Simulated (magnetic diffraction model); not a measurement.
**Solving a magnetic structure from powder neutron data: TmTl2Cl5**

Space group Pnma (no. 62), a = 12.6570 Å, b = 8.9210 Å, c = 8.0660 Å.

| site | atom | x | y | z |
| --- | --- | --- | --- | --- |
| 8d | Tl | 0.3242 | 0.5090 | 0.4452 |
| 4c | Tm | 0.9932 | 3/4 | 0.5825 |
| 4c | Cl | 0.7070 | 3/4 | 0.8381 |
| 4c | Cl | 0.9892 | 3/4 | 0.9395 |
| 8d | Cl | 0.0777 | 0.5438 | 0.3361 |
| 4c | Cl | 0.8228 | 3/4 | 0.3719 |

This is a made-up structure (elements placed in a structure type, unrelaxed), so the numbers test the method and describe no known phase.

Only Tm is taken to order (form factors of Tm3+); orders and moment sizes are assumed, and not adapted to the symmetry. Radiation: neutrons of λ = 2.41 Å, 5° to 45°; isotropic B of 0.15 Å² (Tl), 0.2 Å² (Tm) and 0.31 Å² (Cl). Simulated constant-wavelength pattern: nuclear and magnetic terms add, the magnetic one as |2.695 fm × Σ f S⊥ exp(2πi Q·r) exp(−B s²)|², summed over all Q at one angle with the factor 1/(sin²θ cos θ). For collinear order S is the moment m, which repeats by lattice and centring translations R with the sign exp(−2πi k·R). Free-ion form factors, Sears's scattering lengths of 1992, no absorption; a label names one of the reflections at its angle. The strongest nuclear line in the range is 100, and lines under 0.2 are left out.

Above the ordering temperature:

```
2θ (°)    index      I
 20.41  (1 0 1)    6.5
 21.95  (2 0 0)    2.6
 23.24  (0 1 1)    7.7
 25.74  (1 1 1)    1.8
 27.00  (2 1 0)    0.5
 31.35  (0 2 0)    0.7
 32.18  (2 1 1)    2.5
 34.77  (0 0 2)   16.0
 36.55  (1 0 2)    0.2
 37.61  (3 0 1)    5.4
 37.70  (1 2 1)    1.2
 38.60  (2 2 0)    3.4
 39.93  (1 1 2)   17.4
 40.91  (3 1 1)    0.8
 41.50  (2 0 2)    0.3
 42.53  (2 2 1)  100.0
 44.56  (2 1 2)   12.5
 44.77  (4 0 0)    3.3
```

Below it (cell unchanged):

```csv
2θ (°),I
15.53,122.5
17.18,36.7
20.41,6.7
21.95,2.9
23.24,7.7
25.74,151.8
27.00,53.2
28.01,15.8
31.35,0.7
32.18,2.7
34.77,16.0
35.96,12.2
36.55,44.8
37.61,5.7
37.70,1.3
38.28,14.3
38.60,3.7
39.93,17.6
40.91,38.9
41.50,0.4
42.53,114.5
44.56,29.8
44.77,3.5
```

**Question.** Find the propagation vector, then choose among these models:
A. collinear moments along [101], 6.1 μB on Tm; signs + at (0.9932, 3/4, 0.5825), − at (0.0068, 1/4, 0.4175), − at (0.5068, 1/4, 0.0825), + at (0.4932, 3/4, 0.9175)
B. collinear moments along [101], 6.1 μB on Tm; signs + at (0.9932, 3/4, 0.5825), − at (0.0068, 1/4, 0.4175), + at (0.5068, 1/4, 0.0825), − at (0.4932, 3/4, 0.9175)
C. collinear moments along [110], 6.1 μB on Tm; signs + at (0.9932, 3/4, 0.5825), − at (0.0068, 1/4, 0.4175), − at (0.5068, 1/4, 0.0825), + at (0.4932, 3/4, 0.9175)
D. collinear moments along [110], 6.1 μB on Tm; signs + at (0.9932, 3/4, 0.5825), − at (0.0068, 1/4, 0.4175), + at (0.5068, 1/4, 0.0825), − at (0.4932, 3/4, 0.9175)

No line moves, and magnetic intensity falls on nuclear lines such as the one at 25.74°; new lines at (0 1 0), (0 0 1) and (2 0 1) have whole indices that obey the lattice centring, at places with no nuclear intensity to speak of, so the magnetic cell equals the chemical primitive cell: k = 0.

Magnetic intensity, observed (below minus above) and for each model:

| 2θ (°) | index | observed | A | B | C | D |
| --- | --- | --- | --- | --- | --- | --- |
| 15.53 | (0 1 0) | 122.5 | 183.4 | <0.2 | 122.5 | <0.2 |
| 19.02 | (1 1 0) | <0.2 | <0.2 | 185.6 | <0.2 | 135.2 |
| 20.41 | (1 0 1) | 0.2 | 0.2 | 30.5 | 0.2 | 41.8 |
| 23.24 | (0 1 1) | <0.2 | <0.2 | 103.0 | <0.2 | 104.1 |
| 25.74 | (1 1 1) | 150.0 | 146.8 | 0.1 | 150.0 | 0.1 |
| 27.00 | (2 1 0) | 52.7 | 62.5 | <0.2 | 52.7 | <0.2 |
| 32.18 | (2 1 1) | 0.2 | 0.2 | 72.5 | 0.2 | 75.7 |
| 36.55 | (1 0 2) | 44.5 | 31.9 | <0.2 | 44.5 | <0.2 |

Model C matches.

The structure used: k = (0 0 0), collinear moments along [110], 6.1 μB on Tm; signs + at (0.9932, 3/4, 0.5825), − at (0.0068, 1/4, 0.4175), − at (0.5068, 1/4, 0.0825), + at (0.4932, 3/4, 0.9175).

[Logs are printed without paths, hosts, clocks, repeated set-up lines and the standing remarks that a program may print on its own settings, such as how far it seeks lower states.]
